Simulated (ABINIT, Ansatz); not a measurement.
# Lattice dynamics of H4C (I-43m) in two programs, part 2 of 4

How does H4C (I-43m) vibrate, and is this structure a minimum?

ABINIT 10.8.3; DFT LDA, scalar-relativistic, plane waves, PseudoDojo norm-conserving pseudopotentials.

So far. Step 2 (Relaxation): The volume changes by -0.4 % from the cell with which this run began. Step 5 (Linear response at Γ): The acoustic modes at Γ come out as far as 0.7 cm⁻¹ from zero, where they should vanish, a small numerical error; the Born charges miss their sum rule by 2.6e-4 e, which is good. The relaxed cell has a = 4.251 Å (conventional setting).

### Step 6. Phonons on a q mesh

Linear response treats each wavevector of the 4×4×4 mesh in the unit cell; the first-order potentials are kept for the electron-phonon matrix elements.

The input, dfpt_q.abi:

```
ndtset 7

# wavevectors
qpt1 0.25 0.0 0.0
qpt2 0.5 0.0 0.0
qpt3 0.5 0.25 0.0
qpt4 0.25 0.25 0.25
qpt5 0.5 0.25 0.25
qpt6 0.25 -0.25 0.25
qpt7 0.5 0.5 0.5

# displacements
getwfk_filepath "gso_WFK"
getwfq_filepath "gso_WFK"
kptopt 3
nqpt 1
rfphon 1
rfatpol 1 5
rfdir 1 1 1
tolvrs 1.0d-10
prtwf 0
prtpot 1

# basis, mesh and filling
ecut 37.0
ngkpt 8 8 8
nshiftk 1
shiftk 0.5 0.5 0.5
istwfk *1
occopt 1
nband 4
nstep 100
diemac 9.0
prtebands 0
prtgsr 0
useylm 1

# cell and atoms
acell 6.956343739 6.956343739 6.956343739
rprim 
    0.5773502692 0.5773502692 0.5773502692
    -0.5773502692 0.5773502692 0.5773502692
    -0.5773502692 -0.5773502692 0.5773502692
ntypat 2
znucl 1 6
natom 5
typat 1 1 1 1 2
xred 
    0.0 0.0 0.2988472981
    0.0 0.7011527019 0.0
    0.7011527019 0.2988472981 0.7011527019
    0.2988472981 0.0 0.0
    0.0 0.0 0.0
pp_dirpath "./pseudo"
pseudos "H.upf, C.upf"
```

Started as:

```console
$ OMP_NUM_THREADS=1 mpirun -n 4 abinit dfpt_q.abi > dfpt_q.log
```

Numbers of over 12 decimals in the logs are rounded to 6 here.

dfpt_q.abo, the main output file:

```text
[banners, grids, parts of the stress and lines that vanish by symmetry left out]
- input  file    -> dfpt_q.abi
- output file    -> dfpt_q.abo
- root for input  files -> dfpt_qi
[...]
DATASET    1 : space group I-4 3 m (#217); Bravais cI (body-center cubic)
[...]
nfft =       64000          nkpt =         512
[...]
DATASET    2 : space group I-4 3 m (#217); Bravais cI (body-center cubic)
[...]
nfft =       64000          nkpt =         512
[...]
DATASET    3 : space group I-4 3 m (#217); Bravais cI (body-center cubic)
[...]
nfft =       64000          nkpt =         512
[...]
DATASET    4 : space group I-4 3 m (#217); Bravais cI (body-center cubic)
[...]
nfft =       64000          nkpt =         512
[...]
DATASET    5 : space group I-4 3 m (#217); Bravais cI (body-center cubic)
[...]
nfft =       64000          nkpt =         512
[...]
DATASET    6 : space group I-4 3 m (#217); Bravais cI (body-center cubic)
[...]
nfft =       64000          nkpt =         512
[...]
DATASET    7 : space group I-4 3 m (#217); Bravais cI (body-center cubic)
[...]
nfft =       64000          nkpt =         512
[...]
== DATASET  1 ==================================================================
[...]
cutoff_energies: {ecut:  37.0, pawecutdg:  -1.0, }
[...]
Perturbation : displacement of atom   1   along direction   1
[...]
-ETOT  1   3.731973     -5.145E+01 1.042E-01 1.852E+03
 ETOT  2   3.468993     -2.630E-01 9.001E-04 2.686E+02
 ETOT  3   3.410512     -5.848E-02 1.250E-04 1.344E+02
 ETOT  4   3.400059     -1.045E-02 1.290E-05 3.305E+01
 ETOT  5   3.399756     -3.039E-04 5.407E-07 1.061E+01
[...]
At SCF step   15       vres2   =  3.43E-11 < tolvrs=  1.00E-10 =>converged.
[...]
Perturbation : displacement of atom   1   along direction   2
[...]
-ETOT  1   3.752706     -4.998E+01 1.054E-01 2.130E+03
[...]
At SCF step   13       vres2   =  1.74E-11 < tolvrs=  1.00E-10 =>converged.
[...]
Perturbation : displacement of atom   1   along direction   3
[...]
-ETOT  1   18.284585111585     -5.259E+01 2.697E-01 1.374E+04
[...]
At SCF step   12       vres2   =  6.74E-11 < tolvrs=  1.00E-10 =>converged.
[...]
Perturbation : displacement of atom   3   along direction   1
[...]
-ETOT  1   3.772021     -5.141E+01 1.125E-01 1.244E+03
[...]
At SCF step   15       vres2   =  2.89E-12 < tolvrs=  1.00E-10 =>converged.
[...]
Perturbation : displacement of atom   3   along direction   2
[...]
-ETOT  1   3.778373     -4.996E+01 1.128E-01 2.097E+03
[...]
Perturbation : displacement of atom   5   along direction   1
[...]
-ETOT  1   27.218709423533     -8.653E+02 9.924E-01 3.927E+04
[...]
Perturbation : displacement of atom   5   along direction   2
[...]
-ETOT  1   26.653878799290     -8.428E+02 9.302E-01 1.058E+04
[...]
Phonon wavevector (reduced coordinates) :  0.25000  0.00000  0.00000
 Phonon energies in Hartree :
[...]
Phonon frequencies in cm-1    :
- -1.528175E+01  8.656005E+01  1.184436E+02  1.797476E+02  1.884413E+02
-  1.996499E+02  1.234608E+03  1.245386E+03  1.246922E+03  1.444891E+03
-  1.455497E+03  2.916828E+03  3.055173E+03  3.056902E+03  3.057429E+03
[...]
== DATASET  2 ==================================================================
[...]
cutoff_energies: {ecut:  37.0, pawecutdg:  -1.0, }
[...]
Perturbation : displacement of atom   1   along direction   1
[...]
-ETOT  1   3.739990     -5.138E+01 1.021E-01 1.976E+03
[...]
Perturbation : displacement of atom   1   along direction   2
[...]
-ETOT  1   3.779268     -5.002E+01 1.006E-01 2.013E+03
[...]
Perturbation : displacement of atom   1   along direction   3
[...]
-ETOT  1   18.477149485134     -5.246E+01 2.568E-01 1.294E+04
[...]
Perturbation : displacement of atom   3   along direction   1
[...]
-ETOT  1   3.816573     -5.130E+01 1.136E-01 1.118E+03
[...]
Perturbation : displacement of atom   3   along direction   2
[...]
-ETOT  1   3.831597     -4.996E+01 1.067E-01 1.909E+03
[...]
Perturbation : displacement of atom   5   along direction   1
[...]
-ETOT  1   27.340175554976     -8.642E+02 8.237E-01 2.489E+04
[...]
Perturbation : displacement of atom   5   along direction   2
[...]
-ETOT  1   26.762921845297     -8.437E+02 9.164E-01 1.055E+04
[...]
Phonon wavevector (reduced coordinates) :  0.50000  0.25000  0.25000
 Phonon energies in Hartree :
[...]
Phonon frequencies in cm-1    :
-  1.214403E+02  1.230890E+02  1.339061E+02  1.402607E+02  1.631393E+02
-  1.720736E+02  1.228689E+03  1.237529E+03  1.243571E+03  1.493755E+03
-  1.502158E+03  2.929974E+03  3.057336E+03  3.058472E+03  3.058910E+03
[...]
== DATASET  6 ==================================================================
[...]
cutoff_energies: {ecut:  37.0, pawecutdg:  -1.0, }
[...]
Perturbation : displacement of atom   1   along direction   1
[...]
-ETOT  1   3.781188     -5.068E+01 1.124E-01 1.773E+03
[...]
Perturbation : displacement of atom   1   along direction   3
[...]
-ETOT  1   18.402341151949     -5.320E+01 2.929E-01 1.177E+04
[...]
Perturbation : displacement of atom   5   along direction   1
[...]
-ETOT  1   27.086319500119     -8.539E+02 9.098E-01 1.697E+04
[...]
Phonon wavevector (reduced coordinates) :  0.25000 -0.25000  0.25000
 Phonon energies in Hartree :
[...]
Phonon frequencies in cm-1    :
-  1.197081E+02  1.197081E+02  1.197081E+02  1.646617E+02  1.646617E+02
-  1.646617E+02  1.249318E+03  1.249318E+03  1.249318E+03  1.453137E+03
-  1.453137E+03  2.927871E+03  3.057406E+03  3.057406E+03  3.057406E+03
[...]
== DATASET  7 ==================================================================
[...]
cutoff_energies: {ecut:  37.0, pawecutdg:  -1.0, }
[...]
Perturbation : displacement of atom   1   along direction   1
[...]
-ETOT  1   3.864783     -5.059E+01 1.148E-01 1.777E+03
[...]
Perturbation : displacement of atom   1   along direction   3
[...]
-ETOT  1   18.592236184932     -5.301E+01 2.128E-01 1.215E+04
[...]
At SCF step   11       vres2   =  6.84E-11 < tolvrs=  1.00E-10 =>converged.
[...]
Perturbation : displacement of atom   5   along direction   1
[...]
-ETOT  1   26.985714733883     -8.540E+02 9.154E-01 1.526E+04
[...]
ETOT 10   24.486557473172     -1.239E-11 4.344E-15 1.022E-10
 ETOT 11   24.486557473176      4.206E-12 8.806E-17 3.011E-11
 At SCF step   11       vres2   =  3.01E-11 < tolvrs=  1.00E-10 =>converged.
[...]
Phonon wavevector (reduced coordinates) :  0.50000  0.50000  0.50000
 Phonon energies in Hartree :
[...]
Phonon frequencies in cm-1    :
-  1.044104E+02  1.044104E+02  1.044104E+02  1.710745E+02  1.710745E+02
-  1.710745E+02  1.230896E+03  1.230896E+03  1.230896E+03  1.530232E+03
-  1.530232E+03  2.936528E+03  3.058703E+03  3.058703E+03  3.058703E+03
[...]
fcart7     0.0000000000E+00  0.0000000000E+00  0.0000000000E+00
       
================================================================================
```

The job ended after 29 min (4 MPI ranks of Arm Neoverse V2, shared host; 1.9 h of CPU time).

This step gave:

| Property | Result |
| --- | --- |
| lowest mode on the q mesh (acoustic ones at the zone centre apart) | -15.28 cm⁻¹ |

Frequencies (cm⁻¹) before the sum rule at the irreducible wavevectors but Γ, which is solved apart; negative means imaginary. Frequencies by wavevector:

```csv
q (fractions),star,mode 1,mode 2,mode 3,mode 4,mode 13,mode 14,mode 15
0.25 0 0,12,-15.28,86.56,118.4,179.8,3055,3057,3057
0.5 0 0,6,9.68,125.3,140.1,163.3,3055,3059,3059
0.5 0.25 0,24,67.62,118,148.8,152.7,3056,3057,3059
0.25 0.25 0.25,6,115.8,115.8,118.3,167.1,3057,3057,3058
0.5 0.25 0.25,12,121.4,123.1,133.9,140.3,3057,3058,3059
0.25 -0.25 0.25,2,119.7,119.7,119.7,164.7,3057,3057,3057
0.5 0.5 0.5,1,104.4,104.4,104.4,171.1,3059,3059,3059
```

### Step 7. Interpolated phonon bands

anaddb transforms the dynamical matrices to force constants, with the dipole-dipole part treated apart, and back along the path; points of the mesh come back as solved, but for the sum rule and, in polar crystals, the LO-TO term at Γ; the rest is interpolation.

The input, anaddb.abi:

```
ddb_filepath "all_DDB"
output_file "anaddb.abo"
outdata_prefix "anaddb"
ifcflag 1
ngqpt 4 4 4
nqshft 1
q1shft 0.0 0.0 0.0
asr 1
chneut 1
dipdip 1
dipquad 0
quadquad 0
enunit 0
eivec 0
nph1l 62
qph1l 
    5.0d-06 5.0d-06 -5.0d-06 1.0
    0.05 0.05 -0.05 1.0
    0.1 0.1 -0.1 1.0
    0.15 0.15 -0.15 1.0
    0.2 0.2 -0.2 1.0
    0.25 0.25 -0.25 1.0
    0.3 0.3 -0.3 1.0
    0.35 0.35 -0.35 1.0
    0.4 0.4 -0.4 1.0
    0.45 0.45 -0.45 1.0
    0.5 0.5 -0.5 1.0
    0.45 0.45 -0.5 1.0
    0.4 0.4 -0.5 1.0
    0.35 0.35 -0.5 1.0
    0.3 0.3 -0.5 1.0
    0.25 0.25 -0.5 1.0
    0.2 0.2 -0.5 1.0
    0.15 0.15 -0.5 1.0
    0.1 0.1 -0.5 1.0
    0.05 0.05 -0.5 1.0
    0.0 0.0 -0.5 1.0
    0.0 0.0 -0.45 1.0
    0.0 0.0 -0.4 1.0
    0.0 0.0 -0.35 1.0
    0.0 0.0 -0.3 1.0
    0.0 0.0 -0.25 1.0
    0.0 0.0 -0.2 1.0
    0.0 0.0 -0.15 1.0
    0.0 0.0 -0.1 1.0
    0.0 0.0 -0.05 1.0
    2.5d-06 -2.5d-06 -7.5d-06 1.0
    0.025 -0.025 -0.075 1.0
    0.05 -0.05 -0.15 1.0
    0.075 -0.075 -0.225 1.0
    0.1 -0.1 -0.3 1.0
    0.125 -0.125 -0.375 1.0
    0.15 -0.15 -0.45 1.0
    0.175 -0.175 -0.525 1.0
    0.2 -0.2 -0.6 1.0
    0.225 -0.225 -0.675 1.0
    0.25 -0.25 -0.75 1.0
    0.275 -0.175 -0.725 1.0
    0.3 -0.1 -0.7 1.0
    0.325 -0.025 -0.675 1.0
    0.35 0.05 -0.65 1.0
    0.375 0.125 -0.625 1.0
    0.4 0.2 -0.6 1.0
    0.425 0.275 -0.575 1.0
    0.45 0.35 -0.55 1.0
    0.475 0.425 -0.525 1.0
    0.5 0.5 -0.5 1.0
    0.25 -0.25 -0.75 1.0
    0.225 -0.225 -0.725 1.0
    0.2 -0.2 -0.7 1.0
    0.175 -0.175 -0.675 1.0
    0.15 -0.15 -0.65 1.0
    0.125 -0.125 -0.625 1.0
    0.1 -0.1 -0.6 1.0
    0.075 -0.075 -0.575 1.0
    0.05 -0.05 -0.55 1.0
    0.025 -0.025 -0.525 1.0
    0.0 0.0 -0.5 1.0
```

The input, mrgddb.in:

```
all_DDB
merged
8
dfpt_gammao_DS2_DDB
dfpt_qo_DS1_DDB
dfpt_qo_DS2_DDB
dfpt_qo_DS3_DDB
dfpt_qo_DS4_DDB
dfpt_qo_DS5_DDB
dfpt_qo_DS6_DDB
dfpt_qo_DS7_DDB
```

Started as:

```console
$ mrgddb < mrgddb.in > mrgddb.log
$ OMP_NUM_THREADS=1 anaddb anaddb.abi > anaddb.log
```

anaddb.abo, the main output file:

```text
[banners, grids, parts of the stress and lines that vanish by symmetry left out]
-outvars_anaddb: echo values of input variables ----------------------

 Flags :
[...]
Dielectric Tensor and Effective Charges
[...]
Effective charge tensors after
[...]
Phonon wavevector (reduced coordinates) :  0.00001  0.00001 -0.00000
 Phonon energies in Hartree :
[...]
Phonon frequencies in cm-1    :
-  2.608378E-03  2.891314E-03  2.891828E-03  2.085470E+02  2.085470E+02
-  2.085470E+02  1.237032E+03  1.237032E+03  1.245185E+03  1.435369E+03
-  1.435369E+03  2.910002E+03  3.055016E+03  3.055016E+03  3.055032E+03
[...]
Phonon wavevector (reduced coordinates) :  0.05000  0.05000 -0.05000
 Phonon energies in Hartree :
[...]
Phonon frequencies in cm-1    :
-  2.484975E+01  2.711715E+01  2.711715E+01  2.064525E+02  2.064525E+02
-  2.068945E+02  1.237601E+03  1.237601E+03  1.244851E+03  1.436147E+03
-  1.437513E+03  2.910660E+03  3.055170E+03  3.055179E+03  3.055179E+03
[...]
Phonon wavevector (reduced coordinates) :  0.10000  0.10000 -0.10000
 Phonon energies in Hartree :
[...]
Phonon frequencies in cm-1    :
-  4.990149E+01  5.295672E+01  5.295672E+01  2.005347E+02  2.005347E+02
-  2.018802E+02  1.238794E+03  1.238794E+03  1.243870E+03  1.439162E+03
-  1.443709E+03  2.912574E+03  3.055581E+03  3.055584E+03  3.055584E+03
[...]
Phonon wavevector (reduced coordinates) :  0.15000  0.15000 -0.15000
 Phonon energies in Hartree :
[...]
Phonon frequencies in cm-1    :
-  7.462573E+01  7.669056E+01  7.669056E+01  1.916935E+02  1.916935E+02
-  1.934255E+02  1.239543E+03  1.239543E+03  1.242336E+03  1.445725E+03
-  1.453366E+03  2.915561E+03  3.056064E+03  3.056064E+03  3.056232E+03
  Phonon wavevector (reduced coordinates) :  0.20000  0.20000 -0.20000
 Phonon energies in Hartree :
[...]
Phonon frequencies in cm-1    :
-  9.781415E+01  9.789044E+01  9.789044E+01  1.809899E+02  1.809899E+02
-  1.816495E+02  1.239148E+03  1.239148E+03  1.240473E+03  1.456380E+03
[...]
Phonon wavevector (reduced coordinates) :  0.25000  0.25000 -0.25000
 Phonon energies in Hartree :
[...]
Phonon frequencies in cm-1    :
[...]
Phonon wavevector (reduced coordinates) :  0.30000  0.30000 -0.30000
 Phonon energies in Hartree :
[...]
Phonon frequencies in cm-1    :
[...]
Phonon wavevector (reduced coordinates) :  0.35000  0.35000 -0.35000
 Phonon energies in Hartree :
[...]
Phonon frequencies in cm-1    :
[...]
Phonon wavevector (reduced coordinates) :  0.40000  0.40000 -0.40000
 Phonon energies in Hartree :
[...]
Phonon frequencies in cm-1    :
[...]
Phonon wavevector (reduced coordinates) :  0.45000  0.45000 -0.45000
 Phonon energies in Hartree :
[...]
Phonon frequencies in cm-1    :
[...]
Phonon wavevector (reduced coordinates) :  0.50000  0.50000 -0.50000
 Phonon energies in Hartree :
[...]
Phonon frequencies in cm-1    :
[...]
Phonon wavevector (reduced coordinates) :  0.45000  0.45000 -0.50000
 Phonon energies in Hartree :
[...]
Phonon frequencies in cm-1    :
[...]
Phonon wavevector (reduced coordinates) :  0.40000  0.40000 -0.50000
 Phonon energies in Hartree :
[...]
Phonon frequencies in cm-1    :
[...]
Phonon wavevector (reduced coordinates) :  0.35000  0.35000 -0.50000
 Phonon energies in Hartree :
[...]
Phonon frequencies in cm-1    :
[...]
Phonon frequencies in cm-1    :
[...]
Phonon wavevector (reduced coordinates) :  0.12500 -0.12500 -0.37500
 Phonon energies in Hartree :
[...]
Phonon frequencies in cm-1    :
[...]
-  1.965955E+02  1.239451E+03  1.246731E+03  1.246731E+03  1.451751E+03
-  1.451751E+03  2.919451E+03  3.055898E+03  3.055898E+03  3.058930E+03
  Phonon wavevector (reduced coordinates) :  0.15000 -0.15000 -0.45000
 Phonon energies in Hartree :
[...]
Phonon frequencies in cm-1    :
-  7.607238E+01  7.607238E+01  1.498570E+02  1.693687E+02  1.693687E+02
-  1.924730E+02  1.239495E+03  1.248834E+03  1.248834E+03  1.454340E+03
-  1.454340E+03  2.922185E+03  3.056156E+03  3.056156E+03  3.059415E+03
  Phonon wavevector (reduced coordinates) :  0.17500 -0.17500 -0.52500
 Phonon energies in Hartree :
[...]
Phonon frequencies in cm-1    :
-  8.827421E+01  8.827421E+01  1.523561E+02  1.630550E+02  1.630550E+02
[...]
Phonon wavevector (reduced coordinates) :  0.20000 -0.20000 -0.60000
 Phonon energies in Hartree :
[...]
Phonon frequencies in cm-1    :
[...]
Phonon wavevector (reduced coordinates) :  0.22500 -0.22500 -0.67500
 Phonon energies in Hartree :
[...]
Phonon frequencies in cm-1    :
[...]
Phonon wavevector (reduced coordinates) :  0.25000 -0.25000 -0.75000
 Phonon energies in Hartree :
[...]
Phonon wavevector (reduced coordinates) :  0.02500 -0.02500 -0.52500
 Phonon energies in Hartree :
[...]
Phonon frequencies in cm-1    :
[...]
Phonon wavevector (reduced coordinates) :  0.00000  0.00000 -0.50000
 Phonon energies in Hartree :
[...]
Phonon frequencies in cm-1    :
[...]
-  1.914064E+02  1.228732E+03  1.248000E+03  1.257182E+03  1.454113E+03
-  1.478168E+03  2.923587E+03  3.055340E+03  3.059062E+03  3.059115E+03
-
```

Run time: 1.1 s. Hardware: 1 thread.

This step gave:

* lowest frequency on the path: -15.30 cm⁻¹

Anaddb, dipole-dipole term. The phonon branches at the labelled points (cm⁻¹):

```csv
point,branch 1,branch 2,branch 3,branch 4,branch 12,branch 13,branch 14,branch 15
Γ,0,0,0,208,2910,3055,3055,3055
halfway,116,116,118,167,2923,3057,3057,3058
H,104,104,104,171,2936,3059,3059,3059
halfway,121,123,134,140,2930,3057,3058,3059
N,10,125,140,163,2924,3055,3059,3059
halfway,-15,87,118,180,2917,3055,3057,3057
Γ,0,0,0,208,2910,3055,3055,3055
halfway,63,63,140,178,2920,3056,3056,3059
P,120,120,120,165,2928,3057,3057,3057
halfway,101,125,145,145,2929,3058,3058,3058
H,104,104,104,171,2936,3059,3059,3059
jump to P,120,120,120,165,2928,3057,3057,3057
halfway,65,123,143,158,2926,3056,3058,3059
N,10,125,140,163,2924,3055,3059,3059
```

The path dips to 15i cm⁻¹.

[end of part 2 of 4]

[Host names and launcher messages were left out of these logs when they were recorded.]

[Logs are printed without paths, hosts, clocks, repeated set-up lines and the standing remarks that a program may print on its own settings, such as how far it seeks lower states.]

[Hosts, paths, dates, database ids (printed as entryN), source tags and the programs' standing remarks are cut or masked in the printed files.]
